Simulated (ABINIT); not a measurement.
## In2S (Fm-3m): zone-centre phonons

Aim: the zone-centre modes of In2S (Fm-3m).

Calculated with ABINIT 10.8.3; DFT LDA, scalar-relativistic, plane waves, HGH norm-conserving pseudopotentials.

This is a report of a sequence of runs, with most program output left out.

The structure was built from a prototype and need not be the compound's stable phase.

## 1. Set-up

Symmetry: Fm-3m, No. 225, cubic system. Conventional cell: a = 6.961 Å, b = 6.961 Å, c = 6.961 Å, α = 90.00°, β = 90.00°, γ = 90.00°. S has 8 In at 3.01 Å nearest. In has 4 S at 3.01 Å nearest. Farther neighbours and most contacts between anions are not listed.

As a file:

```cif
data_structure
_symmetry_space_group_name_H-M 'P 1'
_symmetry_Int_Tables_number 1
_cell_length_a 4.9225
_cell_length_b 4.9225
_cell_length_c 4.9225
_cell_angle_alpha 60.000
_cell_angle_beta 60.000
_cell_angle_gamma 60.000
_cell_volume 84.34
loop_
_atom_site_label
_atom_site_type_symbol
_atom_site_fract_x
_atom_site_fract_y
_atom_site_fract_z
_atom_site_occupancy
S1 S 0.00000 0.00000 0.00000 1
In2 In 0.25000 0.25000 0.25000 1
In3 In 0.75000 0.75000 0.75000 1
```

## 2. A first look

A first run with smearing and empty bands tells whether the crystal has a gap, which decides between fixed occupations and smearing later on.

probe.abi reads:

```
# ground state
tolvrs 1.0d-08
prtden 1
prtwf 1

# basis, mesh and filling
ecut 24.0
ixc 7
ngkpt 4 4 4
nshiftk 1
shiftk 0.0 0.0 0.0
istwfk *1
occopt 7
tsmear 0.005
nband 12
nstep 100
diemac 9.0
prtebands 0
prtgsr 0

# cell and atoms
acell 9.302168483 9.302168483 9.302168483
rprim 
    0.0 0.7071067812 0.7071067812
    0.7071067812 0.0 0.7071067812
    0.7071067812 0.7071067812 0.0
ntypat 2
znucl 16 49
natom 3
typat 1 2 2
xred 
    0.0 0.0 0.0
    0.25 0.25 0.25
    0.75 0.75 0.75
pp_dirpath "./pseudo"
pseudos "S.hgh, In.hgh"
```

Started as:

```bash
OMP_NUM_THREADS=1 mpirun -n 2 abinit probe.abi > probe.log
```

Wall time 16 s (2 MPI ranks of AMD EPYC (Zen 3), shared host).

Read from the output:

| Item | Value |
| --- | --- |
| volume per atom | 28.11 Å³ |
| pressure | -1.133 GPa |
| gap on the k-mesh | 0 eV |

No gap opens on this mesh, so smearing is kept; the printed pressure holds the stress of the finite basis too.

## 3. Rough relaxation

The typed start is rough, so a first relaxation with smearing and loose thresholds takes it towards rest cheaply.

prerelax.abi reads:

```
# relaxation
ionmov 2
optcell 2
dilatmx 1.15
chkdilatmx 0
ntime 40
tolmxf 3.0d-04
tolvrs 1.0d-10
prtwf 0
prtden 0
chksymtnons 0

# basis, mesh and filling
ecut 25.0
ecutsm 3.0
ixc 7
ngkpt 4 4 4
nshiftk 1
shiftk 0.0 0.0 0.0
istwfk *1
occopt 7
tsmear 0.005
nband 12
nstep 100
diemac 1000000.0
prtebands 0
prtgsr 0

# cell and atoms
acell 9.302168483 9.302168483 9.302168483
rprim 
    0.0 0.7071067812 0.7071067812
    0.7071067812 0.0 0.7071067812
    0.7071067812 0.7071067812 0.0
ntypat 2
znucl 16 49
natom 3
typat 1 2 2
xred 
    0.0 0.0 0.0
    0.25 0.25 0.25
    0.75 0.75 0.75
pp_dirpath "./pseudo"
pseudos "S.hgh, In.hgh"
```

Started as:

```bash
OMP_NUM_THREADS=1 mpirun -n 2 abinit prerelax.abi > prerelax.log
```

Wall time 67 s (2 MPI ranks).

Step by step:

| step | energy less that of the first step (eV) | largest force (eV/Å) | volume (Å³) |
| --- | --- | --- | --- |
| 1 | 0.0000 | 0.0000 | 84.34 |
| 2 | -0.0013 | 0.0000 | 84.11 |
| 3 | -0.0070 | 0.0000 | 81.73 |
| 4 | -0.0071 | 0.0000 | 81.95 |

| conventional cell, symmetrised | before | after | change |
| --- | --- | --- | --- |
| a (Å) | 6.961 | 6.895 | -1.0 % |
| b (Å) | 6.961 | 6.895 | -1.0 % |
| c (Å) | 6.961 | 6.895 | -1.0 % |
| volume (Å³/atom) | 28.11 | 27.32 | -2.8 % |

The relaxed structure:

```xyz
3
Lattice="0.0000 3.4476 3.4476 3.4476 0.0000 3.4476 3.4476 3.4476 0.0000" Properties=species:S:1:pos:R:3 pbc="T T T"
S     0.0000    0.0000    0.0000
In    1.7238    1.7238    1.7238
In    5.1714    5.1714    5.1714
```

Read from the output:

```yaml
volume_per_atom: 27.32 Å³
pressure: -0.006003 GPa
```

The volume changes by -2.8 % in this run and stands -2.8 % from the first cell.

## 4. Relaxing the cell and atoms

The harmonic expansion needs vanishing forces, and a free crystal bears no stress, so cell and atoms are brought to rest. Stress is more sensitive to the basis than forces are: the last 3 Ha under the cutoff are smoothed with ecutsm, and the cutoff is raised above that of the later runs.

relax.abi reads:

```
# relaxation
ionmov 2
optcell 2
dilatmx 1.08
ntime 40
tolmxf 1.0d-05
tolvrs 1.0d-14
prtwf 0
prtden 0
chksymtnons 0

# basis, mesh and filling
ecut 31.0
ecutsm 3.0
ixc 7
ngkpt 6 6 6
nshiftk 1
shiftk 0.0 0.0 0.0
istwfk *1
occopt 7
tsmear 0.01
nband 12
nstep 100
diemac 1000000.0
prtebands 0
prtgsr 0

# cell and atoms
acell 9.213589468 9.213589468 9.213589468
rprim 
    0.0 0.7071067812 0.7071067812
    0.7071067812 0.0 0.7071067812
    0.7071067812 0.7071067812 0.0
ntypat 2
znucl 16 49
natom 3
typat 1 2 2
xred 
    0.0 0.0 0.0
    0.25 0.25 0.25
    0.75 0.75 0.75
pp_dirpath "./pseudo"
pseudos "S.hgh, In.hgh"
```

Started as:

```bash
OMP_NUM_THREADS=1 mpirun -n 2 abinit relax.abi > relax.log
```

Elapsed: 2.7 min, on 2 MPI ranks; 5.3 min of CPU time.

Relaxation path:

```
step  energy less that of the first step (eV)  largest force (eV/Å)  volume (Å³)
   1                                   0.0000                0.0000        81.95
   2                                  -0.0011                0.0000        81.74
   3                                  -0.0059                0.0000        79.73
   4                                  -0.0059                0.0000        79.80
```

| conventional cell, symmetrised | before | after | change |
| --- | --- | --- | --- |
| a (Å) | 6.895 | 6.834 | -0.9 % |
| b (Å) | 6.895 | 6.834 | -0.9 % |
| c (Å) | 6.895 | 6.834 | -0.9 % |
| volume (Å³/atom) | 27.32 | 26.60 | -2.6 % |

Final coordinates:

```cif
data_structure
_symmetry_space_group_name_H-M 'P 1'
_symmetry_Int_Tables_number 1
_cell_length_a 4.8325
_cell_length_b 4.8325
_cell_length_c 4.8325
_cell_angle_alpha 60.000
_cell_angle_beta 60.000
_cell_angle_gamma 60.000
_cell_volume 79.80
loop_
_atom_site_label
_atom_site_type_symbol
_atom_site_fract_x
_atom_site_fract_y
_atom_site_fract_z
_atom_site_occupancy
S1 S 0.00000 0.00000 0.00000 1
In2 In 0.25000 0.25000 0.25000 1
In3 In 0.75000 0.75000 0.75000 1
```

This step gave:

| Item | Value |
| --- | --- |
| volume per atom | 26.60 Å³ |
| pressure | -7.36e-4 GPa |

The volume changes by -2.6 % in this run and stands -5.4 % from the first cell.

## 5. Self-consistent run for the response

The response is built on these wavefunctions, so the potential is converged far more tightly than an energy would need. Smearing stays on, as the first look found no gap above 0.3 eV.

gs.abi reads:

```
# ground state
tolvrs 1.0d-16
prtden 1
prtwf 1

# basis, mesh and filling
ecut 24.0
ixc 7
ngkpt 6 6 6
nshiftk 1
shiftk 0.0 0.0 0.0
istwfk *1
occopt 7
tsmear 0.01
nband 12
nstep 100
diemac 1000000.0
prtebands 0
prtgsr 0

# cell and atoms
acell 9.132017549 9.132017549 9.132017549
rprim 
    0.0 0.7071067812 0.7071067812
    0.7071067812 0.0 0.7071067812
    0.7071067812 0.7071067812 0.0
ntypat 2
znucl 16 49
natom 3
typat 1 2 2
xred 
    0.0 0.0 0.0
    0.25 0.25 0.25
    0.75 0.75 0.75
pp_dirpath "./pseudo"
pseudos "S.hgh, In.hgh"
```

Started as:

```bash
OMP_NUM_THREADS=1 mpirun -n 2 abinit gs.abi > gs.log
```

Elapsed: 36 s, on 2 MPI ranks; 66 s of CPU time.

Read from the output:

```
pressure : -0.2320 GPa
```

The cell stands at -0.23 GPa: the relaxation ran with a smoothed and higher cutoff, and the difference is a stress of the finite basis.

## 6. Linear response at Γ

At q = 0 one unit cell holds all displacements. The response is solved for single atoms along the cell's directions, and symmetry skips those that follow from others. The crystal is treated as a metal, which screens a static field, so no field response is asked.

dfpt_gamma.abi reads:

```

# common to the responses
getwfk_filepath "gso_WFK"
kptopt 2
nqpt 1
qpt 0.0 0.0 0.0
asr 0
chneut 0

# displacements
rfphon 1
rfatpol 1 3
rfdir 1 1 1
tolvrs 1.0d-10
prtwf 0

# basis, mesh and filling
ecut 24.0
ixc 7
ngkpt 6 6 6
nshiftk 1
shiftk 0.0 0.0 0.0
istwfk *1
occopt 7
tsmear 0.01
nband 12
nstep 100
diemac 1000000.0
prtebands 0
prtgsr 0

# cell and atoms
acell 9.132017549 9.132017549 9.132017549
rprim 
    0.0 0.7071067812 0.7071067812
    0.7071067812 0.0 0.7071067812
    0.7071067812 0.7071067812 0.0
ntypat 2
znucl 16 49
natom 3
typat 1 2 2
xred 
    0.0 0.0 0.0
    0.25 0.25 0.25
    0.75 0.75 0.75
pp_dirpath "./pseudo"
pseudos "S.hgh, In.hgh"
```

Started as:

```bash
OMP_NUM_THREADS=1 mpirun -n 2 abinit dfpt_gamma.abi > dfpt_gamma.log
```

Wall time 3.7 min (2 MPI ranks); 7.1 min of CPU time.

Read from the output:

| Property | Result |
| --- | --- |
| largest acoustic frequency at the zone centre before the sum rule | 1.96 cm⁻¹ |
| highest optical zone-centre mode (no LO-TO term) | 115.1 cm⁻¹ |
| lowest optical zone-centre mode | 84.3 cm⁻¹ |

The acoustic modes at Γ come out as far as 2.0 cm⁻¹ from zero, where they should vanish, a small numerical error.

## 7. Zone-centre analysis

anaddb reads the merged derivatives and imposes the acoustic sum rule.

anaddb.abi reads:

```
ddb_filepath "gamma_DDB"
output_file "anaddb.abo"
outdata_prefix "anaddb"
asr 1
chneut 1
enunit 2
eivec 1
nph1l 1
qph1l 0.0 0.0 0.0 1.0
```

mrgddb.in reads:

```
gamma_DDB
merged
2
dfpt_gammao_DDB
gso_DDB
```

Started as:

```bash
mrgddb < mrgddb.in > mrgddb.log
OMP_NUM_THREADS=1 anaddb anaddb.abi > anaddb.log
```

Wall time 0.98 s (1 thread).

Numbers from this step:

| Property | Result |
| --- | --- |
| highest optical zone-centre mode (no LO-TO term) | 115.0 cm⁻¹ |
| lowest optical zone-centre mode | 84.31 cm⁻¹ |

No LO-TO term; unit eigenvectors of the mass-weighted matrix, from anaddb's displacements. The modes at Γ (shares of kinetic energy by element, %):

```
mode  frequency (cm⁻¹)  symmetry  S %  In %
   1               0.0  acoustic   12    88
   2               0.0  acoustic   12    88
   3               0.0  acoustic   12    88
   4              84.3       T2g    0   100
   5              84.3       T2g    0   100
   6              84.3       T2g    0   100
   7             115.0       T1u   88    12
   8             115.0       T1u   88    12
   9             115.0       T1u   88    12
```

Displacements in mode 5 (84.3 cm⁻¹), the largest set to 1:
```
S1   0.00  0.00  0.00
In2  0.00 -1.00  0.00
In3  0.00  1.00  0.00
```

Displacements in mode 8 (115.0 cm⁻¹), the largest set to 1:
```
S1   0.00  1.00  0.00
In2  0.00 -0.14  0.00
In3  0.00 -0.14  0.00
```

The rule moves no optical mode by more than 0.2 cm⁻¹.

## 8. Sum rules set otherwise (asr 0)

Without the rule the raw error of the acoustic modes shows.

Changes to anaddb.abi since step 7:

```diff
@@ -3,4 +3,4 @@
 outdata_prefix "anaddb"
-asr 1
-chneut 1
+asr 0
+chneut 0
 enunit 2
```

mrgddb.in is that of step 7.

Run time: 0.96 s. Hardware: 1 thread.

This step gave:

```
highest optical zone-centre mode (no LO-TO term) : 115.1 cm⁻¹
lowest optical zone-centre mode                  : 84.3 cm⁻¹
```

Zone-centre frequencies as printed; negative means imaginary. Modes:

```csv
mode,frequency (cm⁻¹)
1,1.96
2,1.96
3,1.96
4,84.3
5,84.3
6,84.3
7,115.1
8,115.1
9,115.1
```

## 9. What came out

| Property | Result |
| --- | --- |
| space group after relaxation | Fm-3m |
| volume per atom | 26.6 Å³ |
| highest optical zone-centre mode (no LO-TO term) | 115.0 cm⁻¹ |
| lowest optical zone-centre mode | 84.3 cm⁻¹ |
| imaginary optical modes at the zone centre (no q mesh in this session) | none |

What this shows: At the LDA level the optical modes of In2S (Fm-3m) at the zone centre run from 84 to 115 cm⁻¹. These are harmonic frequencies at zero temperature: anharmonic shifts and linewidths and thermal expansion are left out. The HGH files keep few electrons and have no core correction, which is cheap but rough for In. In a metal the frequencies hang on the k mesh and the smearing, most of all near Kohn anomalies. The structure is a hypothetical one, built on a prototype.

[Host names and launcher messages were left out of these logs when they were recorded.]

[Logs are printed without paths, hosts, clocks, repeated set-up lines and the standing remarks that a program may print on its own settings, such as how far it seeks lower states.]

[Hosts, paths, dates, database ids (printed as entryN), source tags and the programs' standing remarks are cut or masked in the printed files.]
